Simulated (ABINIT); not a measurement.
## A GW run on H6PbCBr3N (Pm) in ABINIT, with inputs changed

Aim: change inputs of a GW run on H6PbCBr3N (Pm) and see what moves.

Calculated with ABINIT 10.8.3; LDA and many-body steps on it, plane waves.

## Step 1: The starting structure

The structure is monoclinic, space group Pm (No. 6). The conventional cell has a = 6.039 Å, b = 6.060 Å, c = 6.128 Å, α = 90.00°, β = 90.07°, γ = 90.00°. Nearest to H lie 1 N at 1.04 Å. Nearest to H lie 1 C at 1.09 Å. Nearest to H lie 1 C at 1.10 Å. Pb has 6 Br at 2.98 to 3.11 Å nearest. C has 3 H at 1.09 to 1.10 Å and 1 N at 1.49 Å nearest. Farther neighbours and most contacts between anions are not listed.

The cell and positions are those that the Materials Project relaxed with its own functionals (PBE, PBE+U or r2SCAN), kept fixed. Spin-orbit coupling is left out unless a step names it.

## Step 2: Screening, 2×2×2 mesh, 182 bands, screening to 108.8 eV

This step: ABINIT 10.8.3; RPA screening on LDA, plane waves, norm-conserving pseudopotentials.

The RPA dielectric matrix is built and inverted for each q.

File run.abi:

```
acell 3*1.0 Angstrom
rprim 
  6.038531000000 -0.000000000000 -0.000000000000
  -0.000000000000 6.059680000000 0.000000000000
  -0.007679000000 0.000000000000 6.128174000000
ntypat 5
znucl 1 82 6 35 7
natom 12
typat 1 1 1 1 1 1 2 3 4 4 4 5
xred 
  0.218258000000 0.862101000000 0.968190000000
  0.177786000000 -0.000000000000 0.198636000000
  0.825095000000 0.851944000000 0.061619000000
  0.869341000000 -0.000000000000 0.811715000000
  0.825095000000 0.148056000000 0.061619000000
  0.218258000000 0.137899000000 0.968190000000
  0.475266000000 0.500000000000 0.477994000000
  0.897311000000 -0.000000000000 0.988520000000
  0.430028000000 0.500000000000 0.972748000000
  0.434852000000 -0.000000000000 0.512708000000
  0.966538000000 0.500000000000 0.440736000000
  0.140606000000 -0.000000000000 0.032465000000
pp_dirpath "pseudos"
pseudos "H.upf, Pb.upf, C.upf, Br.upf, N.upf"
ecut 37
ngkpt 2 2 2
nshiftk 1
shiftk 0 0 0
kptopt 1
chksymbreak 0
istwfk *1
occopt 1
irdwfk 1
optdriver 3
nband 182
ecuteps 4
inclvkb 2
awtr 1
symchi 1
indata_prefix "in"
outdata_prefix "out"
tmpdata_prefix "tmp"
```

Command:

```
> OMP_NUM_THREADS=1 mpirun -n 16 abinit run.abi > log
```

The program printed:

```text
.Version 10.8.3 of ABINIT. v10.8.2 released Aug 2026.

 Symmetries : space group Pm (#  6); Bravais mP (primitive monocl.)
[... echo of the input left out ...]
== DATASET  1 ==================================================================
-   mpi_nproc: 16, omp_nthreads: 1 (-1 if OMP is not activated)

--- !DatasetInfo
iteration_state: {dtset: 1, }
dimensions: {natom: 12, nkpt: 8, mband: 182, nsppol: 1, nspinor: 1, nspden: 1, mpw: 16306, }
cutoff_energies: {ecut:  37.0, pawecutdg:  -1.0, }
electrons: {nelect:   8.80000000E+01, charge:   0.00000000E+00, occopt:   1.00000000E+00, tsmear:   1.00000000E-02, }

 SCREENING: Calculation of the susceptibility and dielectric matrices

 Based on a program developped by R.W. Godby, V. Olevano, G. Onida, and L. Reining.
 Incorporated in ABINIT by V. Olevano, G.-M. Rignanese, and M. Torrent.
.Using double precision arithmetic ; gwpc =  8

[... cell and pseudopotentials left out ...]
--------------------------------------------------------------------------------

 ==== K-mesh for the wavefunctions ====
 Number of points in the irreducible wedge :     8
[... list of points left out ...]
 Together with  2 symmetry operations and time-reversal symmetry
 yields     8 points in the full Brillouin Zone.

 ==== Q-mesh for the screening function ====
 Number of points in the irreducible wedge :     8
[... list of points left out ...]
 Together with  2 symmetry operations and time-reversal symmetry
 yields     8 points in the full Brillouin Zone.

 setmesh: FFT mesh size selected  =    45x   45x   45
          total number of points  =        91125

 vcoul_init : cutoff-mode = AUXILIARY_FUNCTION
 q-points for optical limit:   1
     1)      0.000010    0.000020    0.000030

- screening: taking advantage of time-reversal symmetry
- Maximum band index for partially occupied states nbvw = 44
- Remaining bands to be divided among processors   nbcw = 138
- Number of bands treated by each node ~8

 Number of electrons calculated from density =   88.0000; Expected =   88.0000
 average of density, n =  0.058153
 r_s =    1.6012
 omega_plasma =   23.2618 [eV]

 calculating chi0 at frequencies [eV] :
  1    0.000000E+00    0.000000E+00
  2    0.000000E+00    2.326176E+01

--------------------------------------------------------------------------------
  q-point number  1        q = ( 0.000000, 0.000000, 0.000000) [r.l.u.]
--------------------------------------------------------------------------------
[... chi0 elements left out ...]
 For q-point:  0.000010 0.000020 0.000030
  dielectric constant =   6.7301
  dielectric constant without local fields =   7.6837

  Average fulfillment of the sum rule on Im[epsilon] for q-point    1 :     46.37  [%]
[... wings left out ...]
  q-point number  2        q = ( 0.500000, 0.000000, 0.000000) [r.l.u.]
--------------------------------------------------------------------------------
[... chi0 elements left out ...]
  Average fulfillment of the sum rule on Im[epsilon] for q-point    2 :     51.14  [%]

 [... 6 further q-points ...]
```

The job ended after 4.6 min (16 MPI ranks of Arm Neoverse N1, shared host; peak memory 15 GiB).

This step gave:

```yaml
eps_infinity_with_local_fields_on_this_mesh_along_the_program_s_q_direction: 6.730
the_same_without_local_fields: 7.684
plasma_frequency: 23.26 eV
plane_waves_in_the_screening_matrix: 595
```

Local fields lower ε∞ by 12 %. On a Γ-centred mesh this coarse the value itself is usually too large, while a short band sum pulls it down.

## Step 3: Base

The self-energy is evaluated for the states that the input lists, and the levels follow from it, in one-shot runs by the linearised quasiparticle equation.

This step: G0W0 on LDA, plane waves, norm-conserving pseudopotentials.

Edit run.abi of step 2 so:

```diff
@@ -33,8 +33,17 @@
 irdwfk 1
-optdriver 3
+optdriver 4
 nband 182
+gwcalctyp 0
+ecutsigx 37
+symsigma 1
+nkptgw 2
+kptgw 
+  0.5000000000 0.5000000000 0.5000000000
+  0.0000000000 0.0000000000 0.0000000000
+bdgw 
+  43 46
+  43 46
 ecuteps 4
-inclvkb 2
-awtr 1
-symchi 1
+irdscr 1
+ppmodel 1
 indata_prefix "in"
```

The program printed:

```text
.Version 10.8.3 of ABINIT. v10.8.2 released Aug 2026.

 Symmetries : space group Pm (#  6); Bravais mP (primitive monocl.)
[... echo of the input left out ...]
== DATASET  1 ==================================================================
-   mpi_nproc: 16, omp_nthreads: 1 (-1 if OMP is not activated)

--- !DatasetInfo
iteration_state: {dtset: 1, }
dimensions: {natom: 12, nkpt: 8, mband: 182, nsppol: 1, nspinor: 1, nspden: 1, mpw: 16306, }
cutoff_energies: {ecut:  37.0, pawecutdg:  -1.0, }
electrons: {nelect:   8.80000000E+01, charge:   0.00000000E+00, occopt:   1.00000000E+00, tsmear:   1.00000000E-02, }

 SIGMA: Calculation of the GW corrections

 Based on a program developped by R.W. Godby, V. Olevano, G. Onida, and L. Reining.
 Incorporated in ABINIT by V. Olevano, G.-M. Rignanese, and M. Torrent.
.Using double precision arithmetic ; gwpc =  8

[... cell and pseudopotentials left out ...]
--------------------------------------------------------------------------------

 ==== K-mesh for the wavefunctions ====
 Number of points in the irreducible wedge :     8
[... list of points left out ...]
 Together with  2 symmetry operations and time-reversal symmetry
 yields     8 points in the full Brillouin Zone.

 ==== Q-mesh for screening function ====
 Number of points in the irreducible wedge :     8
[... list of points left out ...]
 Together with  2 symmetry operations and time-reversal symmetry
 yields     8 points in the full Brillouin Zone.

 vcoul_init : cutoff-mode = AUXILIARY_FUNCTION
 q-points for optical limit:   1
     1)      0.000010    0.000020    0.000030
 setmesh: FFT mesh size selected  =    64x   64x   64
          total number of points  =       262144

 Number of electrons calculated from density =   88.0000; Expected =   88.0000
 average of density, n =  0.058153
 r_s =    1.6012
 omega_plasma =   23.2618 [eV]

 === KS Band Gaps ===
  >>>> For spin  1
   Minimum direct gap =   1.9486 [eV], located at k-point      :   0.5000  0.5000  0.5000
   Fundamental gap    =   1.9486 [eV], Top of valence bands at :   0.5000  0.5000  0.5000
                                       Bottom of conduction at :   0.5000  0.5000  0.5000
 SIGMA fundamental parameters:
 PLASMON POLE MODEL  1
 number of plane-waves for SigmaX                16279
 number of plane-waves for SigmaC and W            595
 number of plane-waves for wavefunctions         16279
 number of bands                                   182
 number of independent spin polarizations            1
 number of spinorial components                      1
 number of k-points in IBZ                           8
 number of q-points in IBZ                           8
 number of symmetry operations                       2
 number of k-points in BZ                            8
 number of q-points in BZ                            8
 number of frequencies for dSigma/dE                 9
 frequency step for dSigma/dE [eV]                0.25
 number of omega for Sigma on real axis              0
 max omega for Sigma on real axis  [eV]           0.00
 zcut for avoiding poles [eV]                     0.10

 EPSILON^-1 parameters (SCR file):
 dimension of the eps^-1 matrix on file            595
 dimension of the eps^-1 matrix used               595
 number of plane-waves for wavefunctions         16279
 number of bands                                   182
 number of q-points in IBZ                           8
 number of frequencies                               2
 number of real frequencies                          1
 number of imag frequencies                          1

 matrix elements of self-energy operator (all in [eV])

 Perturbative Calculation

--- !SelfEnergy_ee
iteration_state: {dtset: 1, }
kpoint     : [   0.500,    0.500,    0.500, ]
spin       : 1
KS_gap     :    1.949
QP_gap     :    3.771
Delta_QP_KS:    1.822
data: !SigmaeeData |
     Band     E0 <VxcDFT>   SigX SigC(E0)      Z dSigC/dE  Sig(E)    E-E0       E
       43  -0.643 -14.633 -19.345   3.049   0.785  -0.275 -15.937  -1.305  -1.948
       44   0.117 -15.527 -18.546   2.109   0.798  -0.253 -16.253  -0.726  -0.608
       45   2.066 -10.923  -6.693  -2.887   0.816  -0.225  -9.827   1.096   3.163
       46   2.079 -10.894  -6.628  -2.900   0.817  -0.224  -9.778   1.116   3.194

--- !SelfEnergy_ee
iteration_state: {dtset: 1, }
kpoint     : [   0.000,    0.000,    0.000, ]
spin       : 1
KS_gap     :    4.841
QP_gap     :    7.002
Delta_QP_KS:    2.161
data: !SigmaeeData |
     Band     E0 <VxcDFT>   SigX SigC(E0)      Z dSigC/dE  Sig(E)    E-E0       E
       43  -0.871 -14.234 -18.929   3.059   0.783  -0.278 -15.514  -1.280  -2.152
       44  -0.853 -14.243 -18.925   3.057   0.782  -0.279 -15.513  -1.270  -2.123
       45   3.988  -8.039  -3.906  -3.070   0.838  -0.193  -7.148   0.891   4.879
       46   5.213 -11.870  -7.553  -3.096   0.803  -0.245 -10.890   0.980   6.193

== END DATASET(S) ==============================================================
================================================================================

 -outvars: echo values of variables after computation  --------
           etotal      0.0000000000E+00
            nband         182
             nkpt           8
          spgroup           6
 [... the other variables as echoed above ...]

 Calculation completed.
```

Elapsed: 36 s, on 16 MPI ranks; peak memory 7 GiB; 9.6 min of CPU time.

This step gave:

```yaml
g0w0_gap_on_the_points_computed: 3.771 eV
starting_gap_on_the_mesh: 1.949 eV
k_of_the_valence_top: 0.5, 0.5, 0.5
k_of_the_conduction_bottom: 0.5, 0.5, 0.5
z_at_the_valence_top: 0.798
z_at_the_conduction_bottom: 0.816
least_direct_g0w0_gap_on_the_computed_points: 3.771 eV
```

The gap on the mesh goes from 1.95 eV to 3.77 eV, a correction of +1.82 eV.

## Step 4: Exchange cutoff

Edit run.abi of step 3 so:

```diff
@@ -36,3 +36,3 @@
 gwcalctyp 0
-ecutsigx 37
+ecutsigx 5.5
 symsigma 1
```

The program printed:

```text
.Version 10.8.3 of ABINIT. v10.8.2 released Aug 2026.

 Symmetries : space group Pm (#  6); Bravais mP (primitive monocl.)
[... echo of the input left out ...]
== DATASET  1 ==================================================================
-   mpi_nproc: 16, omp_nthreads: 1 (-1 if OMP is not activated)

--- !DatasetInfo
iteration_state: {dtset: 1, }
dimensions: {natom: 12, nkpt: 8, mband: 182, nsppol: 1, nspinor: 1, nspden: 1, mpw: 16306, }
cutoff_energies: {ecut:  37.0, pawecutdg:  -1.0, }
electrons: {nelect:   8.80000000E+01, charge:   0.00000000E+00, occopt:   1.00000000E+00, tsmear:   1.00000000E-02, }

 SIGMA: Calculation of the GW corrections

 Based on a program developped by R.W. Godby, V. Olevano, G. Onida, and L. Reining.
 Incorporated in ABINIT by V. Olevano, G.-M. Rignanese, and M. Torrent.
.Using double precision arithmetic ; gwpc =  8

[... cell and pseudopotentials left out ...]
--------------------------------------------------------------------------------

 ==== K-mesh for the wavefunctions ====
 Number of points in the irreducible wedge :     8
[... list of points left out ...]
 Together with  2 symmetry operations and time-reversal symmetry
 yields     8 points in the full Brillouin Zone.

 ==== Q-mesh for screening function ====
 Number of points in the irreducible wedge :     8
[... list of points left out ...]
 Together with  2 symmetry operations and time-reversal symmetry
 yields     8 points in the full Brillouin Zone.

 vcoul_init : cutoff-mode = AUXILIARY_FUNCTION
 q-points for optical limit:   1
     1)      0.000010    0.000020    0.000030
 setmesh: FFT mesh size selected  =    45x   45x   45
          total number of points  =        91125

 Number of electrons calculated from density =   88.0000; Expected =   88.0000
[...]
number of omega for Sigma on real axis              0
 max omega for Sigma on real axis  [eV]           0.00
 zcut for avoiding poles [eV]                     0.10

 EPSILON^-1 parameters (SCR file):
 dimension of the eps^-1 matrix on file            595
 dimension of the eps^-1 matrix used               595
 number of plane-waves for wavefunctions         16279
 number of bands                                   182
 number of q-points in IBZ                           8
 number of frequencies                               2
 number of real frequencies                          1
 number of imag frequencies                          1

 matrix elements of self-energy operator (all in [eV])

 Perturbative Calculation

--- !SelfEnergy_ee
iteration_state: {dtset: 1, }
kpoint     : [   0.500,    0.500,    0.500, ]
spin       : 1
KS_gap     :    1.949
QP_gap     :    3.473
Delta_QP_KS:    1.525
data: !SigmaeeData |
     Band     E0 <VxcDFT>   SigX SigC(E0)      Z dSigC/dE  Sig(E)    E-E0       E
       43  -0.643 -14.633 -18.591   3.049   0.785  -0.275 -15.346  -0.714  -1.357
       44   0.117 -15.527 -17.532   2.109   0.798  -0.253 -15.444   0.083   0.200
       45   2.066 -10.923  -6.067  -2.887   0.816  -0.225  -9.316   1.607   3.673
[...]
--- !SelfEnergy_ee
iteration_state: {dtset: 1, }
kpoint     : [   0.000,    0.000,    0.000, ]
spin       : 1
KS_gap     :    4.841
QP_gap     :    6.667
Delta_QP_KS:    1.826
data: !SigmaeeData |
     Band     E0 <VxcDFT>   SigX SigC(E0)      Z dSigC/dE  Sig(E)    E-E0       E
[...]
45   3.988  -8.039  -3.641  -3.070   0.838  -0.193  -6.926   1.113   5.101
       46   5.213 -11.870  -6.831  -3.096   0.803  -0.245 -10.310   1.559   6.772

== END DATASET(S) ==============================================================
================================================================================

 -outvars: echo values of variables after computation  --------
           etotal      0.0000000000E+00
            nband         182
             nkpt           8
          spgroup           6
 [... the other variables as echoed above ...]

 Calculation completed.
```

It took 34 s on 16 MPI ranks; peak memory 6.9 GiB.

This step gave:

```yaml
g0w0_gap_on_the_points_computed: 3.473 eV
starting_gap_on_the_mesh: 1.949 eV
k_of_the_valence_top: 0.5, 0.5, 0.5
k_of_the_conduction_bottom: 0.5, 0.5, 0.5
z_at_the_valence_top: 0.798
z_at_the_conduction_bottom: 0.816
least_direct_g0w0_gap_on_the_computed_points: 3.473 eV
```

## Step 5: Scissors in G

Edit run.abi of step 4 so:

```diff
@@ -36,3 +36,3 @@
 gwcalctyp 0
-ecutsigx 5.5
+ecutsigx 37
 symsigma 1
@@ -48,2 +48,3 @@
 ppmodel 1
+mbpt_sciss 0.5 eV
 indata_prefix "in"
```

The program printed:

```text
.Version 10.8.3 of ABINIT. v10.8.2 released Aug 2026.

 Symmetries : space group Pm (#  6); Bravais mP (primitive monocl.)
[... echo of the input left out ...]
== DATASET  1 ==================================================================
-   mpi_nproc: 16, omp_nthreads: 1 (-1 if OMP is not activated)

--- !DatasetInfo
iteration_state: {dtset: 1, }
dimensions: {natom: 12, nkpt: 8, mband: 182, nsppol: 1, nspinor: 1, nspden: 1, mpw: 16306, }
cutoff_energies: {ecut:  37.0, pawecutdg:  -1.0, }
electrons: {nelect:   8.80000000E+01, charge:   0.00000000E+00, occopt:   1.00000000E+00, tsmear:   1.00000000E-02, }

 SIGMA: Calculation of the GW corrections

 Based on a program developped by R.W. Godby, V. Olevano, G. Onida, and L. Reining.
 Incorporated in ABINIT by V. Olevano, G.-M. Rignanese, and M. Torrent.
.Using double precision arithmetic ; gwpc =  8

[... cell and pseudopotentials left out ...]
--------------------------------------------------------------------------------

 ==== K-mesh for the wavefunctions ====
 Number of points in the irreducible wedge :     8
[... list of points left out ...]
 Together with  2 symmetry operations and time-reversal symmetry
 yields     8 points in the full Brillouin Zone.

 ==== Q-mesh for screening function ====
 Number of points in the irreducible wedge :     8
[... list of points left out ...]
 Together with  2 symmetry operations and time-reversal symmetry
 yields     8 points in the full Brillouin Zone.

 vcoul_init : cutoff-mode = AUXILIARY_FUNCTION
 q-points for optical limit:   1
     1)      0.000010    0.000020    0.000030
 setmesh: FFT mesh size selected  =    64x   64x   64
          total number of points  =       262144

 Number of electrons calculated from density =   88.0000; Expected =   88.0000
[...]
max omega for Sigma on real axis  [eV]           0.00
 zcut for avoiding poles [eV]                     0.10
 scissor energy [eV]                              0.50

 EPSILON^-1 parameters (SCR file):
 dimension of the eps^-1 matrix on file            595
 dimension of the eps^-1 matrix used               595
 number of plane-waves for wavefunctions         16279
 number of bands                                   182
 number of q-points in IBZ                           8
 number of frequencies                               2
 number of real frequencies                          1
 number of imag frequencies                          1

 matrix elements of self-energy operator (all in [eV])

 Perturbative Calculation

--- !SelfEnergy_ee
iteration_state: {dtset: 1, }
kpoint     : [   0.500,    0.500,    0.500, ]
spin       : 1
KS_gap     :    1.949
QP_gap     :    3.829
Delta_QP_KS:    1.880
data: !SigmaeeData |
     Band     E0 <VxcDFT>   SigX SigC(E0)      Z dSigC/dE  Sig(E)    E-E0       E
       43  -0.643 -14.633 -19.345   3.068   0.785  -0.274 -15.923  -1.291  -1.934
       44   0.117 -15.527 -18.546   2.136   0.799  -0.252 -16.233  -0.706  -0.588
       45   2.066 -10.923  -6.693  -2.905   0.817  -0.224  -9.749   1.175   3.241
[...]
--- !SelfEnergy_ee
iteration_state: {dtset: 1, }
kpoint     : [   0.000,    0.000,    0.000, ]
spin       : 1
KS_gap     :    4.841
QP_gap     :    7.063
Delta_QP_KS:    2.222
data: !SigmaeeData |
     Band     E0 <VxcDFT>   SigX SigC(E0)      Z dSigC/dE  Sig(E)    E-E0       E
[...]
45   3.988  -8.039  -3.906  -3.078   0.839  -0.193  -7.073   0.966   4.954
       46   5.213 -11.870  -7.553  -3.111   0.804  -0.244 -10.803   1.067   6.279

== END DATASET(S) ==============================================================
================================================================================

 -outvars: echo values of variables after computation  --------
           etotal      0.0000000000E+00
            nband         182
             nkpt           8
          spgroup           6
 [... the other variables as echoed above ...]

 Calculation completed.
```

The job ended after 37 s (16 MPI ranks; peak memory 7 GiB).

This step gave:

```
G0W0 gap on the points computed              : 3.829 eV
starting gap on the mesh                     : 1.949 eV
k of the valence top                         : 0.5, 0.5, 0.5
k of the conduction bottom                   : 0.5, 0.5, 0.5
Z at the valence top                         : 0.799
Z at the conduction bottom                   : 0.817
least direct G0W0 gap on the computed points : 3.829 eV
```

(Part 1 of 2 ends here.)

[Paths, hosts, dates, memory and timing lines, banners, echoed tables and standing remarks are left out of the program output.]

[Logs are printed without paths, hosts, clocks, repeated set-up lines and the standing remarks that a program may print on its own settings, such as how far it seeks lower states.]

[Runs of the session that timed out or met a known fault of the program may be left out.]

[No measured gap is set beside runs whose start may be inverted or whose files or cutoffs have a known fault.]

[Hosts, paths, dates, database ids (printed as entryN), source tags and the programs' standing remarks are cut or masked in the printed files.]

[G0W0 gaps are taken among the corrected bands and points alone; a level outside them can change the order at an edge.]

[Where Ansatz stands beside ABINIT at settings called matched, ABINIT's density can come from a denser mesh and the files from another edition; pairs whose starting gaps differed by over 0.03 eV were left out, so agreement reads better than it is.]
